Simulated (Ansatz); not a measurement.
# GeF2 monolayer (1T): a soft mode frozen in

Aim: this structure of GeF2 monolayer (1T) is to be tested for unstable modes, and one is followed downhill.

Main program and level: Ansatz 0.2.0; DFT PBEsol, scalar-relativistic, plane waves, PAW.

## 1. Set-up

The cell holds 3 atoms: 1 Ge and 2 F. Cell: a = 3.537 Å, b = 3.537 Å, c = 27.600 Å, α = 90.0°, β = 90.0°, γ = 120.0°. Vacuum lies along c.

## 2. The dispersion

The cell comes from relaxations at this level that are not shown. Stability and thermal properties need the whole zone. Linear response on a 6×6×1 q mesh gives force constants as far as a supercell of that size would, and the tensors from the zone-centre run are typed in so that the long-range dipole term is interpolated apart.

Contents of input.yaml:

```yaml
crystal:
  lattice:
    - [3.5372703465, 0.0, 0.0]
    - [-1.7686351732, 3.0633659801, 0.0]
    - [0.0, 0.0, 27.6]
  atoms:
    - { symbol: Ge, position: [0.0, 0.0, 0.3623188406] }
    - { symbol: F, position: [0.3333333333, 0.6666666667, 0.3974714677] }
    - { symbol: F, position: [0.6666666667, 0.3333333333, 0.3271662134] }
  periodic: [true, true, false]
kpoints:
  mp_grid: { grid: [12, 12, 1] }
hamiltonian:
  xc: pbesol
scf:
  occupations: { method: fixed }
output:
  eigenvalues: true
phonons:
  method: dfpt
  qmesh: [6, 6, 1]
  temperatures: { t_max: 1000, t_step: 50 }
  qpath:
    path:
      - [0.0, 0.0, 0.0]
      - [0.5, 0.0, 0.0]
      - [0.33333333, 0.33333333, 0.0]
      - [0.0, 0.0, 0.0]
    npoints: 10
  isolated: true
  non_analytic_term:
    high_frequency_dielectric_tensor: [[1.4271, 0.0, 0.0], [0.0, 1.4271, 0.0], [0.0, 0.0, 1.0936]]
    born_effective_charges:
      - { species: Ge, tensor: [[4.0513, 0.0, 0.0], [0.0, 4.0513, 0.0], [0.0, 0.0, 0.5909]] }
      - { species: F, tensor: [[-2.0256, 0.0, 0.0], [0.0, -2.0256, 0.0], [0.0, 0.0, -0.2955]] }
      - { species: F, tensor: [[-2.0256, 0.0, 0.0], [0.0, -2.0256, 0.0], [0.0, 0.0, -0.2955]] }
    source: "zone-centre run at this cell"
```

Command:

```
$ ansatz run input.yaml --threads 8 --pin off --max-ram 14336MiB --backend cpu --events-out ev --progress --plain --runs-dir out
```

Numbers of over 12 decimals in the logs are rounded to 6 here.

Output:

```text
Warning: phonons: the dynamical matrix that this run interpolates holds no multipole term above the dipole-dipole one, and a site of this crystal is no centre of inversion, so its interpolated transverse optical and acoustic branches and sound speeds can stay off near Gamma, and the density of states and the thermodynamics with them. What a run solves at a wave vector of phonons.qpoints, Gamma apart, where the deck admits one, is free of this, and under fd what a larger phonons.supercell samples
Warning: crystal.symmetry: narrowed to the stabiliser of the run's FFT grids — unitary ops 12 → 6. A phonons.method: dfpt run fills in the rows of the dynamical matrix that it does not solve by its symmetry operations, which is exact only for operations that map its FFT grids onto themselves: filled in by any other, the frequencies could depend on the order in which like atoms are typed, or, by more than the grids' own error, on where the crystal sits among the grids' points. Excluded: 6 operations. The run can therefore solve more perturbations, solve them on more k-points, or both, and cost more. [rest of the remark cut]
Engine: ansatz 0.2.0, x86_64-unknown-linux-gnu
Pseudopotentials: kind: paw
Pseudopotential: Ge, paw, valence charge 14, recommended cutoff 420 eV (normal), Ge.paw.azcp
Pseudopotential: F, paw, valence charge 7, recommended cutoff 420 eV (normal), F.paw.azcp
Functional definition: PBEsol
  exchange = pbesol_x
  correlation = pbesol_c
Crystal: 3 atoms, lattice volume = 299.072 Å³
Basis set: ecut = 420 eV, 5787 PW (Γ), exchange–correlation on 48×48×384 points (8 copies of the dense FFT grid, shifted against one another)
Bands: 18, of which v1, the nominal top of the filled ones, is band 14 counted from 1 (13 counted from 0)
Symmetry: 12 space group operations
k-points: 19 of 144 (irreducible under 6 space group operations, time reversal used)
Non-local potential: Ge, projectors of the file, l = 0: 2, l = 1: 2, l = 2: 3, l = 3: 1
Non-local potential: F, projectors of the file, l = 0: 2, l = 1: 2, l = 2: 1
PAW form: soft (Blöchl's): semilocal exchange-correlation on the pseudo side does not see the compensation charge
PAW frozen core: Ge, regenerated for the run's functional, and the local potential with it (the file was generated under x = pbe(κ = 0.804, μ = 0.219515), c = pbe(β = 0.066725))
PAW frozen core: F, regenerated for the run's functional, and the local potential with it (the file was generated under x = pbe(κ = 0.804, μ = 0.219515), c = pbe(β = 0.066725))
PAW one-centre angular grid: Ge, 590 points (default); XC on 64 Gauss nodes
PAW one-centre angular grid: F, 110 points (default); XC on 64 Gauss nodes
Initial density: superposition of atomic densities (neutral atoms: chi_scale 0, normalization atom), corrected by the library's trained network
Initial wavefunctions: pseudopotential atomic-orbital guess
Functional: x = pbesol(κ = 0.804, μ = 0.123457), c = pbesol(β = 0.046)
SCF iter   1: F=—  HF=-5854.238959 eV  |F-HF|=—  |Δ(HF+E_count)|=         —  Δρ=3.44e-3  dr2=2.74e-2  ethr=1.77e-3  ⟨swp⟩=5.3  Hψ=1566  notcnv=0  defer=37
preconditioner: auto → none  [insulator: Δε(μ)=2.478 eV  Ē_g=19.657 eV  n_scr=16 (ndim 8)  ℏωp=11.4 eV  f_vac=0.827  ε∞_Penn≈1.3]
SCF iter   2: F=—  HF=-5854.238444 eV  |F-HF|=—  |Δ(HF+E_count)|=   5.15e-4  Δρ=1.86e-3  dr2=9.07e-3  ethr=9.78e-5  ⟨swp⟩=3.6  Hψ=853  notcnv=0  defer=37
SCF iter   3: F=—  HF=-5854.237220 eV  |F-HF|=—  |Δ(HF+E_count)|=   1.22e-3  Δρ=6.91e-4  dr2=1.16e-3  ethr=3.24e-5  ⟨swp⟩=2.3  Hψ=541  notcnv=0  defer=37
SCF iter   4: F=—  HF=-5854.237937 eV  |F-HF|=—  |Δ(HF+E_count)|=   7.17e-4  Δρ=1.31e-4  dr2=5.22e-5  ethr=4.15e-6  ⟨swp⟩=3.4  Hψ=723  notcnv=0  defer=37
SCF iter   5: F=—  HF=-5854.237997 eV  |F-HF|=—  |Δ(HF+E_count)|=   6.01e-5  Δρ=3.02e-5  dr2=1.85e-6  ethr=1.87e-7  ⟨swp⟩=2.2  Hψ=625  notcnv=0  defer=37
SCF iter   6: F=—  HF=-5854.238061 eV  |F-HF|=—  |Δ(HF+E_count)|=   6.43e-5  Δρ=4.52e-6  dr2=3.86e-8  ethr=6.61e-9  ⟨swp⟩=2.5  Hψ=543  notcnv=0  defer=33
SCF iter   7: F=—  HF=-5854.238061 eV  |F-HF|=—  |Δ(HF+E_count)|=   1.92e-7  Δρ=1.21e-6  dr2=1.48e-9  ethr=1.38e-10  ⟨swp⟩=3.1  Hψ=676  notcnv=0  defer=33
SCF iter   8: F=—  HF=-5854.238061 eV  |F-HF|=—  |Δ(HF+E_count)|=   1.75e-9  Δρ=4.21e-7  dr2=1.51e-10  ethr=5.27e-12  ⟨swp⟩=2.3  Hψ=648  notcnv=0  defer=33
SCF iter   9: F=-5854.238061 eV  HF=-5854.238061 eV  |F-HF|=2.18e-11  |Δ(HF+E_count)|=  5.18e-11  Δρ=6.24e-8  dr2=2.88e-12  ethr=1.00e-12  ⟨swp⟩=16.7  Hψ=3064  notcnv=0
SCF 1 converged in 9 iterations: F = -5854.238061 eV  dr2 = 2.88e-12
  greatest PAW one-centre occupation: 0.999 electrons in one spin orbital (limit 2), on the Ge atom at site 0 (counted from 0), in its partial waves of l = 2
NSCF: frozen V_eff on 19 k-points
NSCF: frozen V_eff on 43 k-points
DFPT response loops at q = (0, 0, 0) (fractional): preconditioner auto → none (the input reference at scf.mixing.eps_inf says where Resta's filter doesn't serve); β = 0.50; Broyden in place of MSR1
NSCF: frozen V_eff on 156 k-points
DFPT response loops at q = (0, 0.166667, 0) (fractional): mixed as the last ones told, above
NSCF: frozen V_eff on 156 k-points
DFPT response loops at q = (0, 0.333333, 0) (fractional): mixed as the last ones told, above
NSCF: frozen V_eff on 86 k-points
DFPT response loops at q = (0, -0.5, 0) (fractional): mixed as the last ones told, above
NSCF: frozen V_eff on 288 k-points
DFPT response loops at q = (0.166667, 0.166667, 0) (fractional): mixed as the last ones told, above
NSCF: frozen V_eff on 288 k-points
DFPT response loops at q = (0.166667, 0.333333, 0) (fractional): mixed as the last ones told, above
NSCF: frozen V_eff on 156 k-points
DFPT response loops at q = (0.333333, 0.333333, 0) (fractional): mixed as the last ones told, above
SCF converged after 9 iterations
Free energy (F): -5854.238061 eV
Harris-Foulkes:  -5854.238061 eV  (|F-HF|=2.18e-11)
Internal energy: -5854.238061 eV  (E = F + TS)
E sigma→0 (E₀):  -5854.238061 eV
Fermi energy:    -6.676055 eV
--- Per-component energies (eV) ---
  E_band       = -568.042188
  E_kinetic    = 518.486172
  E_local      = -42545.469959  (includes V_loc(G=0)·N_el)
  E_nonlocal   = 559.725251
  E_hartree    = 20795.873862
  E_xc         = -230.910160
  E_vxc        = -265.368594  (∫ρ·V_xc dr)
  E_paw        = -2356.644803  (= ΣΔE_a)
  E_vpaw       = -427.167243  (= ΣTr[D̂ρ^β])
  E_aug_tail   = 0.004525  (compensation charges beyond the density's cutoff)
  E_ewald      = 17403.694229
  E_core_change = 1.002821  (= ΣΔE_core)
  E_smearing   = -0.000000  (= −TS)
  E_closure    = 0.000000  (closes the sum)
  Σ components = -5854.238061   (vs F -5854.238061, Δ=0.00e0)
--- Band table (eV; the first three rows and the last of 19) ---
  k-point 0: bands = [... 10 lower, -10.3534, -10.3534, -9.7119, -8.7788, -4.1549, -0.3043, -0.2808, -0.2808]
  k-point 1: bands = [... 10 lower, -10.2992, -10.2387, -9.6685, -8.5947, -4.0179, -0.6432 (-0.6433°), -0.2220, -0.0768]
  k-point 2: bands = [... 10 lower, -10.2963, -10.1325, -9.6111, -8.1727, -3.6583, -1.1321 (-1.1321°), -0.0658, 0.2458]
  k-point 18: bands = [... 10 lower, -10.8014, -9.6934, -9.6934, -6.6761, -1.6019, -0.9976, -0.9976, 3.7221]
  ° read free of the cell's end (the report's vacuum.weakly_bound_levels)
--- Phonons (Γ-DFPT): 6 representative perturbations + reference (Σ response iterations 23) ---
  ASR residual: 2.206e-5 → 0.000e0 eV/Å²; symmetrization residual: 4.300e-6 eV/Å²
  The last average, over the group as it would stand without the narrowing to the FFT grids, took up to 5.691e-6 eV/Å² of the zone centre's force constants
  ASR residual per site (eV/Å²): 1.53e-5 1.27e-5 2.21e-5
  Γ frequencies (cm⁻¹): -163.60 -163.60 0.00 0.00 0.00 222.10 222.10 261.11 291.50
--- Phonons (arbitrary-q DFPT): 7 irreducible q on the 6×6×1 mesh ---
  q = [0.0000, 0.0000, 0.0000] (star 1, of the zone-centre solve; hermiticity 1.10e-6, symmetrization 2.00e-10, taken by the last average 7.30e-7): -163.60 -163.60 -0.00 -0.00 0.00 222.10 222.10 261.11 291.50
  q = [0.0000, 0.1667, 0.0000] (star 6, 9 solved perturbations on 78 of 144 k-point pairs; hermiticity 5.28e-7, symmetrization 4.57e-9, taken by the last average 3.89e-7): -172.09 -16.46 45.75 78.78 176.99 208.30 248.58 264.66 341.12
  q = [0.0000, 0.3333, 0.0000] (star 6, 9 solved perturbations on 78 of 144 k-point pairs; hermiticity 2.76e-7, symmetrization 9.91e-9, taken by the last average 4.66e-7): -193.42 -133.89 65.27 84.85 136.20 181.02 225.87 261.71 349.94
  q = [0.0000, -0.5000, 0.0000] (star 3, 9 solved perturbations on 43 of 144 k-point pairs; hermiticity 1.81e-5, symmetrization 4.98e-6, taken by the last average 5.07e-7): -207.37 -205.65 58.06 103.73 153.27 165.82 204.55 279.76 339.44
  q = [0.1667, 0.1667, 0.0000] (star 6, 6 solved perturbations in 666 linear systems a pass and spin channel, the states on 144 of 144 k-point pairs; hermiticity 5.52e-7, symmetrization 1.52e-10, taken by the last average 5.12e-7): -189.77 -52.22 76.00 119.03 123.40 166.01 240.23 252.33 350.36
  q = [0.1667, 0.3333, 0.0000] (star 12, 9 solved perturbations on 144 of 144 k-point pairs: no pair is spared here; hermiticity 3.37e-7, symmetrization 0.00e0, taken by the last average 5.88e-7): -204.34 -151.31 60.33 119.87 134.49 148.63 214.09 261.15 341.15
  q = [0.3333, 0.3333, 0.0000] (star 2, 6 solved perturbations in 327 linear systems a pass and spin channel, the states on 78 of 144 k-point pairs; hermiticity 2.42e-6, symmetrization 7.38e-7, taken by the last average 6.02e-7): -193.73 -94.51 -94.51 66.60 151.58 151.58 229.88 229.88 337.95
  sum rule: each row above includes the acoustic sum rule's correction from the zone centre's row sums; it moved no ω² by more than (0.56 cm⁻¹)²
  mesh force constants: q→R imaginary residual 2.40e-16; ASR residual 2.206e-5 → 0.000e0 eV/Å²; symmetrization residual 4.441e-15 eV/Å²
  interpolated dispersion: 31 rows × 9 modes
  density of states and harmonic sums: on the 24×24×1 q-mesh, interpolated from the force constants of a 6×6×1 supercell (with the dipole–dipole term of supplied tensors)
  largest difference from the sums on the solved wave vectors: F 2.85e-2 eV, S 3.80e-5 and C_V 9.41e-6 eV/K
  zero-point energy: 0.080575 eV/cell   skipped modes (ω ≤ 0): 127, of them read as no rigid motion or as one in doubt: 124 (2.024e0 modes/cell left out, lowest -207.37 cm⁻¹)   left out of the sums: 2.26e-1 of the cell's modes: C_V's classical limit lies that fraction below 3 k_B per atom; for a crystal, a wire or a layer, F and S can be off by more, and a phonons.interpolated_qmesh denser along its periods is the remedy for the sampling
```

It took 2.3 min on 8 threads of Intel Xeon 6975P-C (Granite Rapids), shared host; peak memory 2.2 GiB; 17 min of CPU time.

Reading the cycles: dr2 is the Hartree energy of the density residual (eV), the measure of convergence; HF is the Harris–Foulkes estimate of the energy, which meets the free energy F at convergence.

Numbers from this step:

| Property | Result |
| --- | --- |
| gap on the k-mesh | 2.521 eV |
| sum-rule residual before enforcement | 2.21e-5 eV/Å² |
| lowest frequency on the path | -207.4 cm⁻¹ |
| point group | -3m |
| highest frequency on the path or at a solved wavevector | 355.5 cm⁻¹ |
| area per atom | 3.612 Å² |
| highest optical mode at the zone centre (no LO-TO term) | 291.5 cm⁻¹ |
| lowest optical zone-centre mode | -163.6 cm⁻¹ |
| lowest mode on the q mesh (acoustic modes at Γ apart) | -207.4 cm⁻¹ |

Frequencies (cm⁻¹) solved at each irreducible wavevector; negative means imaginary. Frequencies by wavevector, by row:

```tsv
q in reciprocal lattice units	star	mode 1	mode 2	mode 3	mode 4	mode 5	mode 6	mode 7	mode 8	mode 9
0 0 0	1	-163.6	-163.6	0	0	0	222.1	222.1	261.1	291.5
0 0.1667 0	6	-172.1	-16.5	45.8	78.8	177	208.3	248.6	264.7	341.1
0 0.3333 0	6	-193.4	-133.9	65.3	84.8	136.2	181	225.9	261.7	349.9
0 -0.5 0	3	-207.4	-205.7	58.1	103.7	153.3	165.8	204.6	279.8	339.4
0.1667 0.1667 0	6	-189.8	-52.2	76	119	123.4	166	240.2	252.3	350.4
0.1667 0.3333 0	12	-204.3	-151.3	60.3	119.9	134.5	148.6	214.1	261.1	341.1
0.3333 0.3333 0	2	-193.7	-94.5	-94.5	66.6	151.6	151.6	229.9	229.9	337.9
```

Interpolated from a 6×6×1 q mesh, with the LO-TO term (at Γ the limit along the path; where Γ stands inside the path, tables give the limit on arrival). The phonon branches at the labelled points (cm⁻¹):

```tsv
point	branch 1	branch 2	branch 3	branch 4	branch 5	branch 6	branch 7	branch 8	branch 9
Γ	-164	-164	0	0	0	222	222	261	292
halfway	-188	-56	66	98	123	200	243	254	356
M	-207	-206	58	104	153	166	204	280	339
halfway	-204	-174	58	129	131	153	209	263	339
K	-194	-94	-94	67	152	152	230	230	338
halfway	-190	-52	76	119	123	166	240	252	350
Γ	-164	-164	0	0	0	222	222	261	292
```

The phonon branches as a text plot (rows in cm⁻¹):

```
    344 |     *********************************************
    320 |                                                  **
    297 |*  **                                                  *
    273 | ******      **************                     *******
    250 |*  **********              ****   **********************
    227 |***        ****             ***************         ****
    203 |   ********    *************                    ****
    180 |     **    ******                            *****
    156 |       **      ***********************     *****
    133 |         ******          ****       *********
    109 |         **      ********  *          **********
     86 |       **  ******           *       **   ****   **
     62 |     ************************************    ***  **
     39 |   ****                                         *******
     15 | **                          **                     ***
     -8 |*******                                         ********
    -31 |       **                         **         ***
    -55 |         **                                **
    -78 |                               *         **
   -102 |           **                   **    ***
   -125 |                             ***  ****
   -149 |             **             *
   -172 |*********      **         **                 ***********
   -196 |         ************************************
         Γ                   M           K                      Γ
```

Symmetry leaves 7 wavevectors to solve. The lowest mode among them, the acoustic zeros apart, lies at q = (0, -0.5, 0) and is imaginary, 207.4i cm⁻¹, so the energy falls along it.

## 3. The mode frozen in, largest atomic shift 0 Å

The mode followed lies at q = (0, -0.5, 0) with frequency 207.4i cm⁻¹, the softest among the wavevectors solved. At small amplitude the distorted cell has space group no. 11 by a symmetry search on the positions. The undistorted cell that holds it gives the zero of energy on the same k mesh.

System of this step: GeF2 monolayer (1T). The cell holds 6 atoms: 2 Ge and 4 F. Cell: a = 3.537 Å, b = 6.127 Å, c = 27.600 Å, α = 90.0°, β = 90.0°, γ = 90.0°. It derives from GeF2. Vacuum lies along c.

Contents of input.yaml:

```yaml
crystal:
  lattice:
    - [3.5372703465, 0.0, 0.0]
    - [0.0, 6.1267319602, 0.0]
    - [0.0, 0.0, 27.6]
  atoms:
    - { symbol: Ge, position: [0.0, 0.0, 0.3623188406] }
    - { symbol: Ge, position: [0.5, 0.5, 0.3623188406] }
    - { symbol: F, position: [0.0, 0.3333333333, 0.3974714677] }
    - { symbol: F, position: [0.5, 0.8333333333, 0.3974714677] }
    - { symbol: F, position: [0.5, 0.1666666667, 0.3271662134] }
    - { symbol: F, position: [1.0, 0.6666666667, 0.3271662134] }
  periodic: [true, true, false]
kpoints:
  mp_grid: { grid: [6, 4, 1] }
hamiltonian:
  xc: pbesol
scf:
  occupations: { method: gaussian, width: 0.02 }
output:
  forces: true
  stress: true
  eigenvalues: true
```

Output:

```text
[...]
Crystal: 6 atoms, lattice volume = 598.145 Å³
Basis set: ecut = 420 eV, 11655 PW (Γ), exchange–correlation on 48×90×384 points (8 copies of the dense FFT grid, shifted against one another)
Bands: 34, of which v1, the nominal top of the filled ones, is band 28 counted from 1 (27 counted from 0)
Symmetry: 8 space group operations
[...]
k-points: 12 of 24
[...]
k-point 1: bands = [... 24 lower, -9.6779, -9.6355, -8.3997, -7.1883, -3.8588, -2.9240, -1.4073 (-1.4072°), -0.8859 (-0.8859°), ... 2 higher]
  k-point 2: bands = [... 24 lower, -9.6033, -9.6033, -7.7078, -7.7078, -3.2317, -3.2317, -1.4955, -1.4955, ... 2 higher]
  k-point 11: bands = [... 24 lower, -9.7480, -9.7480, -7.0138, -7.0138, -2.9019, -2.9019, -1.1658, -1.1658, ... 2 higher]
  ° read free of the cell's end (the report's vacuum.weakly_bound_levels)
[key lines of the parts left out:]
SCF converged after 7 iterations
Free energy (F): -11708.476042 eV
Fermi energy:    -5.415431 eV
P = ½ c Tr σ = 0.0004 N/m
```

Run time: 1.3 s. Hardware: 8 threads; peak memory 1.4 GiB.

Numbers from this step:

```yaml
energy_from_the_undistorted_cell: 0 meV/atom
```

## 4. The mode frozen in, largest atomic shift 0.45 Å

The atoms are moved along the unstable eigenvector, the largest shift by 0.45 Å, with the cell fixed.

input.yaml, the sections that differ from step 3:

```yaml
crystal:
  lattice:
    - [3.5372703465, 0.0, 0.0]
    - [0.0, 6.1267319602, 0.0]
    - [0.0, 0.0, 27.6]
  atoms:
    - { symbol: Ge, position: [0.0, -0.0107633518, 0.3619829857] }
    - { symbol: Ge, position: [0.5, 0.5107633518, 0.3626546955] }
    - { symbol: F, position: [0.0, 0.4067321643, 0.3980716931] }
    - { symbol: F, position: [0.5, 0.7599345023, 0.3968712423] }
    - { symbol: F, position: [0.5, 0.0932678357, 0.326565988] }
    - { symbol: F, position: [1.0, 0.7400654977, 0.3277664388] }
  periodic: [true, true, false]
# kpoints, hamiltonian, scf, output: as in step 3
```

Output:

```text
[...]
Crystal: 6 atoms, lattice volume = 598.145 Å³
Basis set: ecut = 420 eV, 11655 PW (Γ), exchange–correlation on 48×90×384 points (8 copies of the dense FFT grid, shifted against one another)
Bands: 34, of which v1, the nominal top of the filled ones, is band 28 counted from 1 (27 counted from 0)
Symmetry: 4 space group operations
[...]
k-points: 12 of 24
[...]
k-point 1: bands = [... 24 lower, -10.0271, -9.6683, -8.2899, -7.3525, -3.5076, -2.7875, -0.4907 (-0.4907°), -0.1980 (-0.1992°), ... 2 higher]
  k-point 2: bands = [... 24 lower, -9.9060, -9.7160, -7.9813, -7.5469, -3.2384, -2.8534, -0.7569 (-0.7569°), -0.2939 (-0.2939°), ... 2 higher]
  k-point 11: bands = [... 24 lower, -9.8807, -9.8807, -7.1879, -7.1879, -2.1326, -2.1326, -1.0008, -1.0008, ... 2 higher]
  ° read free of the cell's end (the report's vacuum.weakly_bound_levels)
[key lines of the parts left out:]
SCF converged after 7 iterations
Free energy (F): -11708.985184 eV
Fermi energy:    -5.311982 eV
P = ½ c Tr σ = 2.0534 N/m
```

The job ended after 1.4 s (8 threads; peak memory 1.4 GiB).

A gap read on the k-mesh alone can miss the band edges.

Numbers from this step:

```yaml
gap_on_the_k_mesh: 3.286 eV
energy_from_the_undistorted_cell: -84.86 meV/atom
```

The energy, extrapolated to zero smearing, is -84.86 meV/atom against the undistorted cell.

## 5. Energy along the mode, all amplitudes (two of the runs are shown above)

An imaginary frequency means negative curvature, so the energy should fall and then rise again as anharmonic terms take over.

Numbers from this step:

- depth at the lowest point sampled: 84.86 meV/atom
- largest atomic shift at that point: 0.45 Å

The energy from the parent by largest atomic shift:

```tsv
largest atomic shift (Å)	energy from the parent (meV/atom)
0.000	0
0.040	-1.66
0.080	-6.54
0.140	-19.1
0.220	-42.8
0.320	-73.5
0.450	-84.9
0.600	26.6
```

Displacement at unit largest shift by atom:

```tsv
atom	x (Å)	y (Å)	z (Å)	size
Ge1	0.000	-0.147	-0.021	0.148
Ge2	0.000	0.147	0.021	0.148
F3	0.000	0.999	0.037	1.000
F4	0.000	-0.999	-0.037	1.000
F5	0.000	-0.999	-0.037	1.000
F6	0.000	0.999	0.037	1.000
```

The lowest of the steps tried is at 0.45 Å, 84.9 meV/atom below the parent; the bottom of the well need not coincide with a step.

[end of part 1 of 3]

[Logs are printed without paths, hosts, clocks, repeated set-up lines and the standing remarks that a program may print on its own settings, such as how far it seeks lower states.]

[Hosts, paths, dates, database ids (printed as entryN), source tags and the programs' standing remarks are cut or masked in the printed files.]
